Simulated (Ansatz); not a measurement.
# Si2Mo (I4/mmm): modes against uniaxial strain along c

Aim: how do the optical modes of Si2Mo (I4/mmm) shift and split under this strain?

Calculated with Ansatz 0.2.0; DFT PBEsol, scalar-relativistic, plane waves, PAW; PAW set soft_1.

The database entry behind the starting cell is an old determination (1927), so it need not match the best structure at ambient conditions.

## (1) Starting point

The structure is tetragonal, space group I4/mmm (No. 139). The conventional cell has a = 3.200 Å, b = 3.200 Å, c = 7.861 Å, α = 90.00°, β = 90.00°, γ = 90.00°. Si has 5 Si at 2.61 to 2.63 Å and 5 Mo at 2.62 Å nearest. Nearest to Mo lie 10 Si at 2.62 Å. Farther neighbours are not listed.

## (2) Relaxation

The cell and atoms are relaxed, since residual forces and stress would shift the frequencies.

Input file input.yaml:

```yaml
crystal:
  lattice:
    - [-1.6, 1.6, 3.9305]
    - [1.6, -1.6, 3.9305]
    - [1.6, 1.6, -3.9305]
  atoms:
    - { symbol: Si, position: [0.333, 0.333, 0.0] }
    - { symbol: Si, position: [0.667, 0.667, 0.0] }
    - { symbol: Mo, position: [0.0, 0.0, 0.0] }
kpoints:
  mp_grid: { grid: [18, 18, 18] }
hamiltonian:
  xc: pbesol
  pseudopotentials: { kind: paw, azcp: { folder: soft_1 }, xc_functional: pbe }
scf:
  occupations: { method: gaussian, width: 0.1 }
output:
  forces: true
  stress: true
  eigenvalues: true
relax:
  adjacent_minimum: "off"
  f_tol: 0.005
  max_steps: 80
  cell: { stress_tol: 0.05 }
```

Started as:

```bash
ansatz run input.yaml --threads 4 --pin off --max-ram 10240MiB --backend cpu --events-out ev --progress --plain --runs-dir out
```

Numbers of over 12 decimals in the logs are rounded to 6 here.

The log of the run:

```text
basis.fft_grid_basis auto: the FFT boxes are laid along the combinations [[1, 0, 1], [0, 1, 1], [0, 0, 1]] of the cell's own vectors, 3.200, 3.200 and 4.535 Å long. The dense box has 24×24×32 points. Along the cell's own vectors, as sized, it would have 32×32×32, 1.78 times as many. Of the 16 symmetry operations that the crystal satisfies within crystal.symmetry.tolerance (time reversal apart; of a slab, those that k [...]
Engine: ansatz 0.2.0, aarch64-unknown-linux-gnu
Pseudopotentials: kind: paw
Pseudopotential: Si, paw, valence charge 4, recommended cutoff 420 eV (normal), soft_1/Si.paw.azcp
Pseudopotential: Mo, paw, valence charge 14, recommended cutoff 420 eV (normal), soft_1/Mo.paw.azcp
Functional definition: PBEsol
  exchange = pbesol_x
  correlation = pbesol_c
Crystal: 3 atoms, lattice volume = 40.248 Å³
Basis set: ecut = 420 eV, 769 PW (Γ), FFT grids on a1+a3, a2+a3, a3, exchange–correlation on 48×48×64 points (8 copies of the dense FFT grid, shifted against one another)
Bands: 15, of which v1, the nominal top of the filled ones, is band 11 counted from 1 (10 counted from 0)
Symmetry: 16 space group operations
Space group: I4/mmm (ITA 139), of the structure as read, at distance tolerance 3.4e-5 Å
k-points: 480 of 5832
Non-local potential: Si, projectors of the file, l = 0: 2, l = 1: 2, l = 2: 1
Non-local potential: Mo, projectors of the file, l = 0: 3, l = 1: 2, l = 2: 2, l = 3: 1
PAW form: soft (Blöchl's): semilocal exchange-correlation on the pseudo side does not see the compensation charge
PAW frozen core: Si, regenerated for the run's functional, and the local potential with it (the file was generated under x = pbe(κ = 0.804, μ = 0.219515), c = pbe(β = 0.066725))
PAW frozen core: Mo, regenerated for the run's functional, and the local potential with it (the file was generated under x = pbe(κ = 0.804, μ = 0.219515), c = pbe(β = 0.066725))
PAW one-centre angular grid: Si, 110 points (default); XC on 64 Gauss nodes
PAW one-centre angular grid: Mo, 590 points (default); XC on 64 Gauss nodes
Initial density: superposition of atomic densities (chi_scale 0.1, normalization cell, long waves kept (reshape's long-wave potential 0.00 eV rms))
Initial wavefunctions: pseudopotential atomic-orbital guess
Functional: x = pbesol(κ = 0.804, μ = 0.123457), c = pbesol(β = 0.046)
SCF iter   1: F=—  HF=-6143.592126 eV  |F-HF|=—  |Δ(HF+E_count)|=         —  Δρ=9.40e-2  dr2=5.41e0  ethr=3.10e-3  ⟨swp⟩=5.7  Hψ=42508  notcnv=0
preconditioner: auto → Kerker (q_TF=auto, 2.467 Å⁻¹)  [metal: Δε(μ)=0.031 eV  Ē_g=8.121 eV  σ=0.100 eV  W_gap=0.17  n_scr=10 (ndim 8)  ℏωp=21.9 eV  f_vac=0.000  D(μ)=0.59/eV (n_scr^D=2)]
SCF iter   2: F=—  HF=-6142.364596 eV  |F-HF|=—  |Δ(HF+E_count)|=    1.23e0  Δρ=3.12e-2  dr2=2.90e-1  ethr=3.10e-3  ⟨swp⟩=2.5  Hψ=18061  notcnv=0  defer=13
SCF iter   3: F=—  HF=-6142.307471 eV  |F-HF|=—  |Δ(HF+E_count)|=   5.71e-2  Δρ=1.48e-2  dr2=6.59e-2  ethr=1.32e-3  ⟨swp⟩=2.2  Hψ=10660  notcnv=0  defer=13
SCF iter   4: F=—  HF=-6142.292076 eV  |F-HF|=—  |Δ(HF+E_count)|=   1.54e-2  Δρ=2.58e-3  dr2=2.89e-3  ethr=2.99e-4  ⟨swp⟩=2.5  Hψ=11990  notcnv=0  defer=13
SCF iter   5: F=—  HF=-6142.291256 eV  |F-HF|=—  |Δ(HF+E_count)|=   8.21e-4  Δρ=3.34e-4  dr2=8.00e-5  ethr=1.31e-5  ⟨swp⟩=2.8  Hψ=11740  notcnv=0  defer=13
SCF iter   6: F=—  HF=-6142.291233 eV  |F-HF|=—  |Δ(HF+E_count)|=   2.23e-5  Δρ=2.73e-5  dr2=3.58e-7  ethr=3.64e-7  ⟨swp⟩=2.2  Hψ=9402  notcnv=0  defer=13
SCF iter   7: F=-6142.291233 eV  HF=-6142.291233 eV  |F-HF|=7.35e-9  |Δ(HF+E_count)|=   1.09e-7  Δρ=4.87e-6  dr2=1.16e-8  ethr=4.55e-10  ⟨swp⟩=5.7  Hψ=33824  notcnv=0
SCF 1 converged in 7 iterations: F = -6142.291233 eV  dr2 = 1.16e-8
  greatest PAW one-centre occupation: 0.999 electrons in one spin orbital (limit 2), on the Mo atom at site 2 (counted from 0), in its partial waves of l = 0
relax step   1: F+E_penalty+E_count = -6142.29123306 eV  Δ(F+E_penalty+E_count) = +0.000e0 eV  max|allowed force component| = 3.313e-1 eV/Å  Δτ_max = 0.0000 Å  P = -2.703 GPa  Ω = 40.248 Å³  (7 SCF iters, dr2 threshold 1.00e-7 eV, accepted)
Crystal: 3 atoms, lattice volume = 39.629 Å³
Initial density: handed on by an earlier stage of this run
Initial wavefunctions: those handed on with the density
iter 1 solved again at ethr=2.65e-6 eV; its pass at ethr=3.10e-3 eV (dr2=5.83e-4 eV) is discarded
SCF iter   1: F=—  HF=-6142.300429 eV  |F-HF|=—  |Δ(HF+E_count)|=         —  Δρ=1.29e-3  dr2=6.26e-4  ethr=2.65e-6  ⟨swp⟩=1.9  Hψ=45487  notcnv=0
preconditioner: auto → Kerker (q_TF=auto, 2.473 Å⁻¹)  [metal: Δε(μ)=0.064 eV  Ē_g=7.830 eV  σ=0.100 eV  W_gap=0.32  n_scr=10 (ndim 8)  ℏωp=22.1 eV  f_vac=0.000  D(μ)=0.24/eV (n_scr^D=0)]
SCF iter   2: F=—  HF=-6142.300296 eV  |F-HF|=—  |Δ(HF+E_count)|=   1.33e-4  Δρ=7.71e-4  dr2=2.54e-4  ethr=2.65e-6  ⟨swp⟩=1.0  Hψ=7200  notcnv=0
SCF iter   3: F=—  HF=-6142.300203 eV  |F-HF|=—  |Δ(HF+E_count)|=   9.31e-5  Δρ=1.06e-4  dr2=5.59e-6  ethr=1.16e-6  ⟨swp⟩=2.1  Hψ=9952  notcnv=0
SCF iter   4: F=—  HF=-6142.300202 eV  |F-HF|=—  |Δ(HF+E_count)|=   1.29e-6  Δρ=3.08e-5  dr2=6.56e-7  ethr=2.54e-8  ⟨swp⟩=2.4  Hψ=11043  notcnv=0
SCF iter   5: F=-6142.300202 eV  HF=-6142.300202 eV  |F-HF|=1.16e-8  |Δ(HF+E_count)|=   1.72e-7  Δρ=7.79e-6  dr2=2.30e-8  ethr=1.36e-9  ⟨swp⟩=5.0  Hψ=30999  notcnv=0
SCF 2 converged in 5 iterations: F = -6142.300202 eV  dr2 = 2.30e-8
relax step   2: F+E_penalty+E_count = -6142.30020171 eV  Δ(F+E_penalty+E_count) = -8.969e-3 eV  max|allowed force component| = 2.457e-2 eV/Å  Δτ_max = 0.0144 Å  P = +0.964 GPa  Ω = 39.629 Å³  energy of the carried Pulay correction = +5.835e-5 eV  (5 SCF iters, dr2 threshold 3.00e-7 eV, accepted)
Crystal: 3 atoms, lattice volume = 39.803 Å³
iter 1 solved again at ethr=3.07e-7 eV; its pass at ethr=3.10e-3 eV (dr2=6.76e-5 eV) is discarded
SCF iter   1: F=—  HF=-6142.300778 eV  |F-HF|=—  |Δ(HF+E_count)|=         —  Δρ=3.21e-4  dr2=6.57e-5  ethr=3.07e-7  ⟨swp⟩=2.0  Hψ=44164  notcnv=0
preconditioner: auto → Kerker (q_TF=auto, 2.472 Å⁻¹)  [metal: Δε(μ)=0.005 eV  Ē_g=7.799 eV  σ=0.100 eV  W_gap=0.03  n_scr=10 (ndim 8)  ℏωp=22.0 eV  f_vac=0.000  D(μ)=0.24/eV (n_scr^D=0)]
SCF iter   2: F=—  HF=-6142.300756 eV  |F-HF|=—  |Δ(HF+E_count)|=   2.15e-5  Δρ=1.53e-4  dr2=7.20e-6  ethr=2.99e-7  ⟨swp⟩=2.2  Hψ=8682  notcnv=0
SCF iter   3: F=—  HF=-6142.300755 eV  |F-HF|=—  |Δ(HF+E_count)|=   1.42e-6  Δρ=6.12e-5  dr2=1.40e-6  ethr=3.27e-8  ⟨swp⟩=1.6  Hψ=9672  notcnv=0
SCF iter   4: F=-6142.300754 eV  HF=-6142.300754 eV  |F-HF|=1.59e-8  |Δ(HF+E_count)|=   3.43e-7  Δρ=8.39e-6  dr2=2.91e-8  ethr=1.36e-9  ⟨swp⟩=5.0  Hψ=31376  notcnv=0
SCF 3 converged in 4 iterations: F = -6142.300754 eV  dr2 = 2.91e-8
relax step   3: F+E_penalty+E_count = -6142.30075423 eV  Δ(F+E_penalty+E_count) = -5.525e-4 eV  max|allowed force component| = 7.026e-3 eV/Å  Δτ_max = 0.0014 Å  P = +0.006 GPa  Ω = 39.803 Å³  energy of the carried Pulay correction = +4.183e-5 eV  (4 SCF iters, dr2 threshold 3.00e-7 eV, accepted)
[...]
relax step   4: F+E_penalty+E_count = -6142.30076625 eV  Δ(F+E_penalty+E_count) = -1.201e-5 eV  max|allowed force component| = 1.492e-3 eV/Å  Δτ_max = 0.0003 Å  P = -0.003 GPa  Ω = 39.804 Å³  energy of the carried Pulay correction = +4.179e-5 eV  (4 SCF iters, dr2 threshold 5.76e-8 eV, accepted)
Initial wavefunctions: pseudopotential atomic-orbital guess (no wavefunctions were taken with the density)
iter 1 solved again at ethr=4.05e-8 eV; its pass at ethr=3.10e-3 eV (dr2=8.91e-6 eV) is discarded
SCF iter   1: F=—  HF=-6142.300729 eV  |F-HF|=—  |Δ(HF+E_count)|=         —  Δρ=1.11e-5  dr2=9.84e-9  ethr=4.05e-8  ⟨swp⟩=3.0  Hψ=61910  notcnv=0
SCF iter   2: F=—  HF=-6142.300721 eV  |F-HF|=—  |Δ(HF+E_count)|=   7.67e-6  Δρ=5.97e-6  dr2=3.02e-9  ethr=4.47e-11  ⟨swp⟩=2.0  Hψ=11981  notcnv=0
SCF iter   3: F=—  HF=-6142.300721 eV  |F-HF|=—  |Δ(HF+E_count)|=  6.05e-10  Δρ=5.46e-7  dr2=2.46e-10  ethr=1.37e-11  ⟨swp⟩=2.6  Hψ=12296  notcnv=0
SCF iter   4: F=-6142.300721 eV  HF=-6142.300721 eV  |F-HF|=1.82e-11  |Δ(HF+E_count)|=  4.00e-11  Δρ=2.64e-7  dr2=2.97e-11  ethr=1.00e-12  ⟨swp⟩=4.3  Hψ=32005  notcnv=0
SCF 5 converged in 4 iterations: F = -6142.300721 eV  dr2 = 2.97e-11
relax step   5: F+E_penalty+E_count = -6142.30072128 eV  Δ(F+E_penalty+E_count) = +4.497e-5 eV  max|allowed force component| = 1.472e-3 eV/Å  Δτ_max = 0.0000 Å  P = -0.002 GPa  Ω = 39.804 Å³  stress off target by 3.56e-2 GPa  SCF on the basis re-selected at this cell (its energy is not comparable with the rows above)  (4 SCF iters)
basis re-selected at this cell: Δ(F+E_penalty+E_count) = +4.497e-5 eV, ΔP = +0.002 GPa vs the last step (what re-selecting the basis moved, of the pressure what is left beyond the Pulay correction that the steps carried, after the strain that the cell walked since its last selection, with what the two solves' SCF thresholds leave and, on support functions, any second-order correction that the steps lacked; it is no m [...]
SCF converged after 4 iterations
Free energy (F): -6142.300721 eV
Harris-Foulkes:  -6142.300721 eV  (|F-HF|=1.82e-11)
Internal energy: -6142.299541 eV  (E = F + TS)
E sigma→0 (E₀):  -6142.300131 eV
Entropy (-TS):   -0.001180 eV (-0.393 meV/atom)
Fermi energy:    16.062702 eV
--- Per-component energies (eV) ---
  E_band       = -44.537781
  E_kinetic    = 513.069494
  E_local      = -1124.730950  (includes V_loc(G=0)·N_el)
  E_nonlocal   = 194.767382
  E_hartree    = 428.995656
  E_xc         = -291.942180
  E_vxc        = -321.335088  (∫ρ·V_xc dr)
  E_paw        = -4149.989854  (= ΣΔE_a)
  E_vpaw       = -164.300016  (= ΣTr[D̂ρ^β])
  E_aug_tail   = 0.000118  (compensation charges beyond the density's cutoff)
  E_ewald      = -1712.741627
  E_core_change = 0.272421  (= ΣΔE_core)
  E_smearing   = -0.001180  (= −TS)
  E_closure    = 0.000000  (closes the sum)
  Σ components = -6142.300721   (vs F -6142.300721, Δ=0.00e0)
--- Forces (eV/Å), atoms counted from 1 ---
  atom   1  Si     0.00000000    -0.00000000     0.00147199
  atom   2  Si     0.00000000     0.00000000    -0.00147199
  atom   3  Mo    -0.00000000     0.00000000     0.00000000
  max |Σ_I F_I| component: 1.39e-17 eV/Å
--- Stress (GPa, compression-positive) ---
        0.015490      -0.000000       0.000000
       -0.000000       0.015490       0.000000
       -0.000000       0.000000      -0.035620
  P = ⅓ Tr σ = -0.0015 GPa (-0.015 kbar)
--- Band table (eV; the first three rows and the last of 480) ---
  k-point 0: bands = [... 7 lower, 12.9241, 13.4217, 13.4217, 16.4445, 19.2040, 19.2939, 19.6186, 19.6186]
  k-point 1: bands = [... 7 lower, 12.9524, 13.1682, 13.8547, 16.0675, 18.9640, 19.4106, 19.4847, 19.6668]
  k-point 2: bands = [... 7 lower, 12.5577, 13.0404, 14.4355, 15.1702, 18.4960, 19.4194, 19.7304, 19.7815]
  k-point 479: bands = [... 7 lower, 13.8302, 15.4735, 15.4735, 15.6019, 15.6019, 16.5802, 20.8235, 21.3083]
--- Relaxed structure (4 steps of the walk, 4 accepted, 1 SCFs on fresh bases) ---
  F+E_penalty+E_count = -6142.30072128 eV   max|allowed force component| = 1.472e-3 eV/Å   (the final SCF, on the basis selected at the relaxed cell)
  cell:  # Å, volume = 39.8039 Å³
    - [-1.595123, 1.595123, 3.910909]
    - [1.595123, -1.595123, 3.910909]
    - [1.595123, 1.595123, -3.910909]
  atoms:
    - { symbol: Si, position: [0.335057, 0.335057, 0] }
    - { symbol: Si, position: [0.664943, 0.664943, 0] }
    - { symbol: Mo, position: [0, 0, 0] }
```

Elapsed: 19 s, on 4 threads of Arm Neoverse V1, shared host; peak memory 0.56 GiB; 75 s of CPU time.

Relaxation path:

| step | energy less that of the first step (eV) | largest force component (eV/Å) | pressure (GPa) | volume (Å³) |
| --- | --- | --- | --- | --- |
| 1 | 0.0000 | 0.3313 | -2.70 | 40.25 |
| 2 | -0.0090 | 0.0246 | 0.96 | 39.63 |
| 3 | -0.0095 | 0.0070 | 0.01 | 39.80 |
| 4 | -0.0095 | 0.0015 | 0.00 | 39.80 |
| 5* | -0.0095 | 0.0015 | 0.00 | 39.80 |

Relaxation steps marked * repeat the geometry before them on a plane-wave basis chosen anew for their cell, so energy and pressure can jump there.

The run keeps the 16 symmetry operations that it works with, so distortions that break them were not tested.

| conventional cell, symmetrised | before | after | change |
| --- | --- | --- | --- |
| a (Å) | 3.200 | 3.190 | -0.3 % |
| b (Å) | 3.200 | 3.190 | -0.3 % |
| c (Å) | 7.861 | 7.822 | -0.5 % |
| volume (Å³/atom) | 13.42 | 13.27 | -1.1 % |

The atoms that moved most (Å, as changes of fractional coordinates times the final cell):

| atom | dx | dy | dz | length |
| --- | --- | --- | --- | --- |
| Si1 | 0.000 | 0.000 | 0.016 | 0.016 |
| Si2 | 0.000 | 0.000 | -0.016 | 0.016 |

Final coordinates:

```xyz
3
Lattice="-1.5951 1.5951 3.9109 1.5951 -1.5951 3.9109 1.5951 1.5951 -3.9109" Properties=species:S:1:pos:R:3 pbc="T T T"
Si    0.0000    0.0000    2.6208
Si    0.0000    0.0000    5.2011
Mo    0.0000    0.0000    0.0000
```

This step gave:

```yaml
pressure: -0.001546 GPa
volume_per_atom: 13.27 Å³
gap_on_the_k_mesh: 0 eV
```

In this step the volume went from 13.42 to 13.27 Å³/atom.

## (3) Tight relaxation

Phonons need small forces and stress, so the relaxation is finished with tight tolerances on 20×20×20 k points.

input.yaml, the sections that differ from step 2:

```yaml
crystal:
  lattice:
    - [-1.595122656, 1.595122656, 3.9109087056]
    - [1.595122656, -1.595122656, 3.9109087056]
    - [1.595122656, 1.595122656, -3.9109087056]
  atoms:
    - { symbol: Si, position: [0.3350567153, 0.3350567153, 0.0] }
    - { symbol: Si, position: [0.6649432847, 0.6649432847, 0.0] }
    - { symbol: Mo, position: [0.0, 0.0, 0.0] }
kpoints:
  mp_grid: { grid: [20, 20, 20] }
scf:
  occupations: { method: methfessel_paxton, width: 0.2 }
relax:
  adjacent_minimum: "off"
  f_tol: 0.001
  max_steps: 60
  cell: { stress_tol: 0.01 }
# hamiltonian, output: as in step 2
```

The log of the run:

```text
[...]
Crystal: 3 atoms, lattice volume = 39.804 Å³
Basis set: ecut = 420 eV, 769 PW (Γ), FFT grids on a1+a3, a2+a3, a3, exchange–correlation on 48×48×64 points (8 copies of the dense FFT grid, shifted against one another)
Bands: 15, of which v1, the nominal top of the filled ones, is band 11 counted from 1 (10 counted from 0)
Symmetry: 16 space group operations
[...]
--- Relaxed structure (3 steps of the walk, 3 accepted, 1 SCFs on fresh bases) ---
[...]
cell:  # Å, volume = 39.8038 Å³
    - [-1.595247, 1.595247, 3.910285]
    - [1.595247, -1.595247, 3.910285]
    - [1.595247, 1.595247, -3.910285]
  atoms:
    - { symbol: Si, position: [0.335093, 0.335093, 0] }
    - { symbol: Si, position: [0.664907, 0.664907, 0] }
    - { symbol: Mo, position: [0, 0, 0] }
[key lines of the parts left out:]
SCF converged after 4 iterations
Free energy (F): -6142.300021 eV
Fermi energy:    16.052985 eV
P = ⅓ Tr σ = 0.0009 GPa (0.009 kbar)
```

It took 20 s on 4 threads; peak memory 0.64 GiB.

Little changed from the start: no atom moved by 0.005 Å and no cell edge by 0.1 %.

Numbers from this step:

* pressure: 8.93e-4 GPa

The largest force component left is 0.63 meV/Å and the pressure is 0.001 GPa, within the tolerances set. The cell now holds 13.27 Å³/atom.

## (4) Zone-centre response at rest

The force constants come from the linear response of the density to a displacement.

The modes at rest are the reference of the series.

input.yaml, the sections that differ from step 3:

```yaml
crystal:
  lattice:
    - [-1.595247443, 1.595247443, 3.9102846035]
    - [1.595247443, -1.595247443, 3.9102846035]
    - [1.595247443, 1.595247443, -3.9102846035]
  atoms:
    - { symbol: Si, position: [0.3350931527, 0.3350931527, 0.0] }
    - { symbol: Si, position: [0.6649068473, 0.6649068473, 0.0] }
    - { symbol: Mo, position: [0.0, 0.0, 0.0] }
output:
  eigenvalues: true
phonons:
  method: dfpt
# kpoints, hamiltonian, scf: as in step 3
# relax: removed
```

The log of the run:

```text
zone centre: on kpoints.mp_grid the ground state, and the responses unless they are solved on pairs of k-points, stand on 1166 of the mesh's 8000 k-points, reduced under 4 symmetry operations, with k and −k counted as one. Each operation leaves every solved displacement unchanged or reverses it
[...]
Crystal: 3 atoms, lattice volume = 39.804 Å³
Basis set: ecut = 420 eV, 769 PW (Γ), exchange–correlation on 64×64×64 points (8 copies of the dense FFT grid, shifted against one another)
Bands: 15, of which v1, the nominal top of the filled ones, is band 11 counted from 1 (10 counted from 0)
Symmetry: 16 space group operations
k-points: 1166 of 8000 (irreducible under 4 space group operations, time reversal used)
[...]
SCF iter   1: F=—  HF=-6143.567021 eV  |F-HF|=—  |Δ(HF+E_count)|=         —  Δρ=9.35e-2  dr2=5.19e0  ethr=3.10e-3  ⟨swp⟩=5.3  Hψ=100416  notcnv=0
[...]
SCF iter   9: F=-6142.300021 eV  HF=-6142.300021 eV  |F-HF|=1.82e-12  |Δ(HF+E_count)|=  4.91e-11  S|Δr|=    0.00e0  Δρ=1.21e-7  dr2=5.48e-12  ethr=1.00e-12  ⟨swp⟩=5.5  Hψ=75511  notcnv=0
the search or the solves at the SCF's close seem to have found levels that the self-consistency loop had missed (the run counts 4). By its estimate they hold under 1e-12 electrons; where the run keeps them, the occupations were computed again with them
SCF 1 converged in 9 iterations: F = -6142.300021 eV  dr2 = 5.48e-12
[...]
DFPT response loops at Γ: preconditioner auto → Kerker (q_TF=auto, 2.472 Å⁻¹) (partly filled bands, converged f_vac=0.000); β = 1.00, the filter's whole step (`scf.mixing.beta` (0.50) is not read by the response loops under this deck's `scf.mixing.preconditioner`; to damp them name `kerker` or `kerker_dos`, under which they read `scf.mixing.beta`, and type it under 1.00, their step now; both keys bind the ground state too); Broyden in place of MSR1
SCF converged after 9 iterations
[...]
Free energy (F): -6142.300021 eV
[...]
Internal energy: -6142.300656 eV  (E = F + TS)
E sigma→0 (E₀):  -6142.300180 eV
Entropy (-TS):   0.000635 eV (0.212 meV/atom)
Fermi energy:    16.052985 eV
[...]
--- Band table (eV; the first three rows and the last of 1166) ---
  k-point 0: bands = [... 7 lower, 12.9242, 13.4214, 13.4214, 16.4436, 19.2047, 19.2932, 19.6151, 19.6151]
  k-point 1: bands = [... 7 lower, 12.9471, 13.2137, 13.7940, 16.1343, 19.0147, 19.3772, 19.4971, 19.6546]
  k-point 2: bands = [... 7 lower, 12.6959, 13.0177, 14.3343, 15.3690, 18.5716, 19.4185, 19.6808, 19.7534]
  k-point 1165: bands = [... 7 lower, 13.8316, 15.4740, 15.4740, 15.6009, 15.6009, 16.5794, 20.8285, 21.3079]
--- Phonons (Γ-DFPT): 4 representative perturbations + reference, on 1166 of 8000 k-points (Σ response iterations 12) ---
  k mesh reduced under 4 symmetry operations, with k and −k counted as one. Each operation leaves every solved displacement unchanged or reverses it
  ASR residual: 3.581e-5 → 0.000e0 eV/Å²; symmetrization residual: 2.451e-6 eV/Å²
  ASR residual per site (eV/Å²): 3.58e-5 3.58e-5 1.65e-5
  Γ frequencies (cm⁻¹): 0.00 0.00 0.00 277.86 277.86 318.58 333.01 333.01 437.70
  non-analytic LO–TO correction: not included (Born effective charges unavailable; polar crystals: no LO–TO splitting at Γ)
```

Run time: 93 s. Hardware: 4 threads; peak memory 2.1 GiB.

Numbers from this step:

```
sum-rule residual before enforcement                    : 3.58e-5 eV/Å²
point group                                             : 4/mmm
highest optical mode at the zone centre (no LO-TO term) : 437.7 cm⁻¹
lowest optical zone-centre mode                         : 277.9 cm⁻¹
```

Patterns of degenerate modes are one choice out of their space. Modes at Γ, with each element's share of the kinetic energy:

| mode | frequency (cm⁻¹) | symmetry | Si % | Mo % |
| --- | --- | --- | --- | --- |
| 1 | 0.0 | acoustic | 37 | 63 |
| 2 | 0.0 | acoustic | 37 | 63 |
| 3 | 0.0 | acoustic | 37 | 63 |
| 4 | 277.9 | Eu | 63 | 37 |
| 5 | 277.9 | Eu | 63 | 37 |
| 6 | 318.6 | A2u | 63 | 37 |
| 7 | 333.0 | Eg | 100 | 0 |
| 8 | 333.0 | Eg | 100 | 0 |
| 9 | 437.7 | A1g | 100 | 0 |

Displacements in mode 5 (277.9 cm⁻¹), the largest set to 1:
```
Si1 -1.00  0.00  0.00
Si2 -1.00  0.00  0.00
Mo3  0.59  0.00  0.00
```

Displacements in mode 9 (437.7 cm⁻¹), the largest set to 1:
```
Si1  0.00  0.00 -1.00
Si2  0.00  0.00  1.00
Mo3  0.00  0.00  0.00
```

Before it was imposed, the acoustic sum rule was missed by 3.6e-5 eV/Å². Small misses are needed for a sound result but don't prove that mesh and cutoff are converged. The lowest optical mode is real, 278 cm⁻¹.

[end of part 1 of 2]

[Logs are printed without paths, hosts, clocks, repeated set-up lines and the standing remarks that a program may print on its own settings, such as how far it seeks lower states.]

[Hosts, paths, dates, database ids (printed as entryN), source tags and the programs' standing remarks are cut or masked in the printed files.]
